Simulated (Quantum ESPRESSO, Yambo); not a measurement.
# Quasiparticle gap of MoS2 (P6_3/mmc) in Yambo, part 2 of 3

How does a plane-wave GW calculation on MoS2 (P6_3/mmc) run from the first input to the gap?

Quantum ESPRESSO 7.5 and Yambo 5.3.0; PBE and many-body steps on it, plane waves. Known limits of the many-body steps: not at the basis limit; no spin-orbit coupling; coarse k mesh.

So far. Step 2 (Ground state): The gap is indirect, with the least direct gap 0.77 eV higher. Step 3 (Bands along the symmetry lines): The gap is 0.889 eV, as in the run before at this level.

The database entry behind the starting cell differs from later determinations by our own check (about 0.3 % long), so it need not match the best structure at ambient conditions.

**4. Empty states on the mesh, 3×3×1 mesh, 112 bands**

Level of this step: DFT, PBE, plane waves, norm-conserving pseudopotentials (Quantum ESPRESSO).

The sums over transitions need many empty states on a uniform mesh; this step solves for them.

Input file pw.in:

```
&control
  calculation = 'nscf'
  prefix = 'x'
  outdir = 'o'
  pseudo_dir = 'pseudo'
/
&system
  ibrav = 0
  nat = 6
  ntyp = 2
  ecutwfc = 72.0
  nbnd = 112
  force_symmorphic = .true.
/
&electrons
  conv_thr = 1e-9
  electron_maxstep = 80
  diago_full_acc = .true.
  diago_thr_init = 5e-6
/
ATOMIC_SPECIES
  Mo 95.95 Mo.upf
  S 32.06 S.upf
CELL_PARAMETERS angstrom
  3.1690000000 -0.0000000000 0.0000000000
  -1.5845000000 2.7444345046 0.0000000000
  0.0000000000 0.0000000000 12.3240000000
ATOMIC_POSITIONS crystal
  Mo 0.3333333333 0.6666666667 0.2500000000
  Mo 0.6666666667 0.3333333333 0.7500000000
  S 0.3333333333 0.6666666667 0.6230000000
  S 0.6666666667 0.3333333333 0.1230000000
  S 0.3333333333 0.6666666667 0.8770000000
  S 0.6666666667 0.3333333333 0.3770000000
K_POINTS automatic
  3 3 1 0 0 0
```

Command:

```sh
> OMP_NUM_THREADS=1 mpirun -n 8 pw.x -nk 4 -in pw.in > pw.out
```

The program printed:

```text
[banner, memory and clock lines left out]
Program PWSCF v.7.5 starts

     Atomic positions and unit cell read from directory:
     o/x.save/

     Message from routine setup:
     using ibrav=0 with symmetry is DISCOURAGED, use correct ibrav instead

     Message from routine divide_et_impera:
     suboptimal parallelization: some nodes have no k-points

     bravais-lattice index     =            0
     lattice parameter (alat)  =       5.9885  a.u.
     unit-cell volume          =     723.3082 (a.u.)^3
     number of atoms/cell      =            6
     number of atomic types    =            2
     number of electrons       =        52.00
     number of Kohn-Sham states=          112
     kinetic-energy cutoff     =      72.0000  Ry
     charge density cutoff     =     288.0000  Ry
     Exchange-correlation= PBE
                           (   1   4   3   4   0   0   0)

     celldm(1)=   5.988542  celldm(2)=   0.000000  celldm(3)=   0.000000
     celldm(4)=   0.000000  celldm(5)=   0.000000  celldm(6)=   0.000000

     crystal axes: (cart. coord. in units of alat)
               a(1) = (   1.000000  -0.000000   0.000000 )
               a(2) = (  -0.500000   0.866025   0.000000 )
               a(3) = (   0.000000   0.000000   3.888924 )

     reciprocal axes: (cart. coord. in units 2 pi/alat)
               b(1) = (  1.000000  0.577350 -0.000000 )
               b(2) = (  0.000000  1.154701 -0.000000 )
               b(3) = ( -0.000000 -0.000000  0.257141 )
     Pseudo is Norm-conserving + core correction, Zval = 14.0
     Generated using ONCVPSP code by D. R. Hamann
     Using radial grid of 1640 points,  6 beta functions with:
     Pseudo is Norm-conserving + core correction, Zval =  6.0
     Generated using ONCVPSP code by D. R. Hamann
     Using radial grid of 1146 points,  6 beta functions with:
     Mo               14.00    95.95000     Mo( 1.00)
     S                 6.00    32.06000     S ( 1.00)

     12 Sym. Ops., with inversion, found

   Cartesian axes

     site n.     atom                  positions (alat units)
         1        Mo     tau(   1) = (  -0.0000000   0.5773503   0.9722310  )
         2        Mo     tau(   2) = (   0.5000000   0.2886751   2.9166930  )
         3        S      tau(   3) = (  -0.0000000   0.5773503   2.4227996  )
         4        S      tau(   4) = (   0.5000000   0.2886751   0.4783376  )
         5        S      tau(   5) = (  -0.0000000   0.5773503   3.4105863  )
         6        S      tau(   6) = (   0.5000000   0.2886751   1.4661243  )

     number of k points=     3
                       cart. coord. in units 2pi/alat
        k(    1) = (   0.0000000   0.0000000   0.0000000), wk =   0.2222222
        k(    2) = (   0.0000000   0.3849002   0.0000000), wk =   1.3333333
        k(    3) = (   0.3333333   0.5773503   0.0000000), wk =   0.4444444

     Dense  grid:    59645 G-vectors     FFT dimensions: (  36,  36, 125)

     The potential is recalculated from file :
     o/x.save/charge-density

     Starting wfcs are   36 randomized atomic wfcs +   76 random wfcs

     Band Structure Calculation

     End of band structure calculation

          k = 0.0000 0.0000 0.0000 (  7437 PWs)   bands (ev):

   -50.5384 -50.5384 -24.6885 -24.6884 -24.4614 -24.4614 -24.4613 -24.4613
    -3.9616  -3.6916  -2.7522  -2.3099   4.1333   5.1657   7.5093   7.7226
     7.7226   7.7359   7.7359   8.8164   8.8164   8.8630   8.8630   9.8089
[...]
k = 0.0000 0.3849 0.0000 (  7472 PWs)   bands (ev):

[...]
k = 0.3333 0.5774 0.0000 (  7476 PWs)   bands (ev):

[...]
45.9635  46.0250  46.0250  46.1253  46.1809  46.1809  47.4762  48.1075
    48.1075  48.5384  48.7534  48.8184  48.8184  49.3135  49.6259  49.6259

     highest occupied, lowest unoccupied level (ev):    10.9922   12.0439

     XML data file, pseudopotentials, collected wavefunctions
```

Elapsed: 5.5 s, on 8 MPI ranks of Arm Neoverse V2, shared host; peak memory 0.63 GiB.

Numbers from this step:

```
gap                                                           : 1.052 eV
k of the valence top                                          : 0, 0, 0
k of the conduction bottom                                    : 0.3333, 0.3333, 0
least direct gap                                              : 1.654 eV
k points computed                                             : 3
lowest point of the top converged band, above the valence top : 38.63 eV
```

On this mesh the gap is 1.052 eV. The earlier step found 0.889 eV, so this mesh misses an edge.

**5. Conversion and set-up**

This step: Yambo 5.3.0; conversion and set-up on PBE, plane waves, norm-conserving pseudopotentials.

The states are converted to the many-body program's format and the q mesh is built.

Command:

```sh
> (cd o/x.save; p2y > p2y.log; mv SAVE ../..); yambo > setup.log
```

The program printed:

```text
 Yambo, version 5.3.0

 [02] CORE Variables Setup
 =========================

  [02.01] Unit cells
  ==================

  Cell kind             :  HCP
  Atoms in the cell     :  Mo  S
  number of Mo atoms    :  2
  number of S  atoms    :   4

  List of atomic masses
  Mass of Mo    :  95.95000
  Mass of S     :  32.06000

  List of atomic coordinates    : [cc]
  Mo1       : -0.29943E-09   3.4575       5.8222      order 1
  Mo2       :   2.99427   1.72874  17.46674  order 2
  S1       : -0.29943E-09   3.4575       14.509      order 3
  S2       :  2.994271  1.728743  2.864545  order 4
  S3       : -0.29943E-09   3.4575       20.424      order 5
  S4       :  2.994271  1.728743  8.779947  order 6

  Alat factors          :   5.98854   5.18623  23.28898 [a.u.]
  Direct lattice volume :  723.3082 [a.u.]
  Direct lattice vectors:  A[ 1 ]  A[ 2 ]  A[ 3 ]
   A[ 1 ]:  1.000000 -0.000000  0.000000  [iru]
   5.988542 -0.000000  0.000000  [cc]
   A[ 2 ]: -0.500000  1.000000  0.000000  [iru]
  -2.994271  5.186230  0.000000  [cc]
   A[ 3 ]:  0.000000  0.000000  1.000000  [iru]
    0.00000   0.00000  23.28898  [cc]

  Recip. lattice volume :  0.342938 [a.u.]
  Recip. lattice vectors:  B[ 1 ]  B[ 2 ]  B[ 3 ]
   B[ 1 ]:  1.000000  0.500000  0.000000  [iku]
   1.049201  0.605757 -0.000000  [cc]
   B[ 2 ]:  0.000000  1.000000  0.000000  [iku]
   0.000000  1.211513 -0.000000  [cc]
   B[ 3 ]:  0.000000  0.000000  1.000000  [iku]
  -0.000000 -0.000000  0.269792  [cc]

  [02.02] Symmetries
  ==================

  Inversion symmetry    : yes
  Spatial inversion     : yes
  Inversion index       :   7
  K-space Time-reversal : no
  Magnetic symmetries   : no
  Group table correct   : yes
  Symmetries units      :  [cc]

   [S  1]:   1.0000       0.0000       0.0000     -0.20692E-16   1.0000       0.0000       0.0000       0.0000       1.0000
   [S  2]:   1.0000       0.0000       0.0000     -0.20692E-16  -1.0000       0.0000       0.0000       0.0000      -1.0000
   [S  3]: -0.500000  0.866025  0.000000 -0.866025 -0.500000  0.000000  0.000000  0.000000  1.000000
[...]
[S 11]:  0.500000  0.866025  0.000000  0.866025 -0.500000  0.000000  0.000000  0.000000  1.000000
   [S 12]:  0.500000 -0.866025  0.000000 -0.866025 -0.500000  0.000000  0.000000  0.000000  1.000000

  [02.03] Reciprocal space
  ========================

  nG shells         :  2895
  nG charge         :   59645
  nG WFs            :   9161
  nC WFs            :   7476
  G-vecs. in first 80 shells:  [ Number ]
     1    3    5    7    9   15   27   39   41
    53   55   67   79   81   93   99  111  113
   125  137  149  161  167  169  181  193  205
[...]
809   811   823   835   859   865   877   889
  ...
  Shell energy in first 80 shells:  [ mHa ]
[...]
6447.35      6574.92      6604.94      6605.31      6641.33      6750.51      6884.45      6920.48      6932.48
    7133.20      7187.24      7339.19      7442.37      7466.38      7514.79      7867.09      7915.12      8085.08
    8176.25      8188.63      8352.22      8388.24      8776.56      8806.58      8842.98      8922.51
  ...

  [02.04] K-grid lattice
  ======================

  Compatible Grid is   : 2D
  Base K vectors       :  K_min[ 1 ]  K_min[ 2 ]  K_min[ 3 ]
  K_min[ 1 ] :  0.33333      0.86399E-12   0.0000     [rlu]
  K_min[ 2 ] : -0.79644E-17 -0.33333       0.0000     [rlu]
  Grid dimensions      :  3  3
  K lattice UC volume  :  0.038104 [a.u.]

  IBZ K-points                                      :  3
  BZ  K-points                                      :   9

  K/Q-points units:
  rlu = crystal or reduced units; cc = cartesian coordinates; iku = interal k-units

  K [1]          [rlu]:  0.000000  0.000000  0.000000
         WF components:   7437
  K [2]          [rlu]:  0.000000  0.333333  0.000000
         WF components:   7472
  K [3]          [rlu]:  0.333333  0.333333  0.000000
         WF components:   7476

  [02.05] Energies & Occupations
  ==============================

  [X] === General ===
  [X] Electronic Temperature                        :  0.000000  0.000000 [eV K]
  [X] Bosonic    Temperature                        :  0.000000  0.000000 [eV K]
  [X] Finite Temperature mode                       : no
  [X] El. density                                   :  0.48515E+24 [cm-3]
  [X] Fermi Level                                   :  10.99216 [eV]

  [X] === Gaps and Widths ===
  [X] Conduction Band Min                           :  1.051771 [eV]
  [X] Valence Band Max                              :  0.000000 [eV]
  [X] Filled Bands                                  :  26
  [X] Empty Bands                                   :   27  112
  [X] Direct Gap                                    :  1.653898 [eV]
  [X] Direct Gap localized at k                     :  3
  [X] Indirect Gap                                  :  1.051771 [eV]
  [X] Indirect Gap between kpts                     :  1  3
  [X] Last valence band width                       :  1.539690 [eV]
  [X] 1st conduction band width                     :  1.047879 [eV]

  E @ K [1]:  [eV]
  -61.53055 -61.53055 -35.68064 -35.68051 -35.45352 -35.45352 -35.45345 -35.45345
[...]
occ @ K [1]
[...]
E @ K [2]:  [eV]
[...]
occ @ K [2]
[...]
E @ K [3]:  [eV]
[...]
occ @ K [3]
[...]
0.000000  0.000000  0.000000  0.000000  0.000000  0.000000  0.000000  0.000000
   0.000000  0.000000  0.000000  0.000000  0.000000  0.000000  0.000000  0.000000

 [03] Transferred momenta grid and indexing
 ==========================================

 IBZ Q-points                                      :  3
 BZ  Q-points                                      :   9

 K/Q-points units:
 rlu = crystal or reduced units; cc = cartesian coordinates; iku = interal k-units

 Q [1]          [rlu]:  0.000000  0.000000  0.000000
 Q [2]          [rlu]: -0.79644E-17  0.33333       0.0000
 Q [3]          [rlu]:  0.333333  0.333333  0.000000

  [03.01] X indexes
  =================

   [03.01.01] Sigma indexes
   ========================

 [06] Game Over & Game summary
```

Run time: 2.1 s. Hardware: 1 MPI rank; peak memory 0.24 GiB.

(Continued in part 3 of 3.)

[Paths, hosts, dates, memory and timing lines, banners, echoed tables and standing remarks are left out of the program output.]

[Logs are printed without paths, hosts, clocks, repeated set-up lines and the standing remarks that a program may print on its own settings, such as how far it seeks lower states.]

[Runs of the session that timed out or met a known fault of the program may be left out.]

[Hosts, paths, dates, database ids (printed as entryN), source tags and the programs' standing remarks are cut or masked in the printed files.]
